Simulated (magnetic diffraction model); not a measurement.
# CaYb: what an assumed order does to the neutron pattern

Space group Cm (no. 8), a = 13.4810 Å, b = 3.6350 Å, c = 8.4720 Å, β = 107.46°.

```
site  atom       x    y       z
  2a    Yb  0.1483  1/2  0.3155
  2a    Yb  0.1266  1/2  0.7430
  2a    Yb  0.0006    0  0.9839
  2a    Ca  0.2949    0  0.0797
  2a    Ca  0.4254  1/2  0.3895
  2a    Ca  0.3389    0  0.6522
```

This is a made-up structure (elements placed in a structure type, unrelaxed), so the numbers test the method and describe no known phase.

Only Yb is taken to order (form factors of Yb3+); orders and moment sizes are assumed, and not adapted to the symmetry. Radiation: neutrons of λ = 2.567 Å, 1.5° to 45°; isotropic B of 0.15 Å² (Yb) and 0.21 Å² (Ca). The intensities are simulated: I ∝ L Σ (|F_N|² + |F_M⊥|²) for unpolarised neutrons, with F_M = 2.695 fm/μB × Σ f(s) S exp(2πi Q·r) exp(−B s²) at Q = H ± k (one set where k and −k are equivalent), only the part normal to Q counting and L = 1/(sin²θ cos θ). For a modulated order the moment at position r is S exp(−2πi k·r) + c.c., with S = m/2 for a sine wave of amplitude m and S = m(u + iv)/2 for moments turning in a plane, u and v being orthogonal unit vectors in it; the phase factor of the sum at Q = H + k is then exp(2πi H·r). Form factors are spin-only for 3d ions and dipole or tabulated for f ions, scattering lengths are Sears's of 1992, and absorption is left out. A label names one of the reflections at its angle. The strongest nuclear line in the range is 100, and lines under 0.2 are left out.

Assume the order k = (0 0 1/6), moments turning in the plane of [100] and [010], 3.8 μB on Yb; signs + at (0.1483, 1/2, 0.3155), + at (0.1266, 1/2, 0.7430), + at (0.0006, 0, 0.9839).

Q: Where does magnetic intensity appear, and how strong is it?

| 2θ (°) | index | nuclear | magnetic |
| --- | --- | --- | --- |
| 3.03 | (0 0 1/6) | 0.0 | 11870.0 |
| 15.21 | (0 0 5/6) | 0.0 | 17.6 |
| 18.28 | (0 0 1) | 15.8 | 0.0 |
| 21.36 | (0 0 7/6) | 0.0 | 8.9 |
| 22.29 | (2 0 -1/6) | 0.0 | 54.1 |
| 23.03 | (2 0 0) | 100.0 | 0.0 |
| 23.51 | (2 0 -5/6) | 0.0 | 12.1 |
| 24.14 | (2 0 1/6) | 0.0 | 52.5 |
| 24.78 | (2 0 -1) | 23.3 | 0.0 |
| 26.36 | (2 0 -7/6) | 0.0 | 11.1 |
| 31.40 | (2 0 5/6) | 0.0 | 19.3 |
| 33.71 | (2 0 1) | 31.9 | 0.0 |
| 33.85 | (0 0 11/6) | 0.0 | 12.5 |
| 34.86 | (2 0 -11/6) | 0.0 | 24.0 |
| 36.17 | (2 0 7/6) | 0.0 | 15.6 |
| 37.04 | (0 0 2) | 17.0 | 0.0 |
| 37.38 | (2 0 -2) | 33.7 | 0.0 |
| 40.01 | (2 0 -13/6) | 0.0 | 19.2 |
| 40.25 | (0 0 13/6) | 0.0 | 8.8 |
| 42.90 | (1 1 -1/6) | 0.0 | 15.4 |
| 43.05 | (1 1 0) | 46.4 | 0.0 |
| 43.44 | (1 1 1/6) | 0.0 | 15.3 |
| 44.64 | (1 1 -5/6) | 0.0 | 10.5 |
| 44.80 | (4 0 -5/6) | 0.0 | 2.5 |

The strongest magnetic line in the range is (0 0 1/6) at 3.03° (11870.0). On top of the Lorentz factor, which all lines share, magnetic lines fade with angle because f falls: for Yb3+ it is 0.97, 0.88, 0.76 and 0.51 at sin θ/λ = 0.1, 0.2, 0.3 and 0.5 Å⁻¹, while nuclear lengths stay constant. The order has no net moment.

[Logs are printed without paths, hosts, clocks, repeated set-up lines and the standing remarks that a program may print on its own settings, such as how far it seeks lower states.]
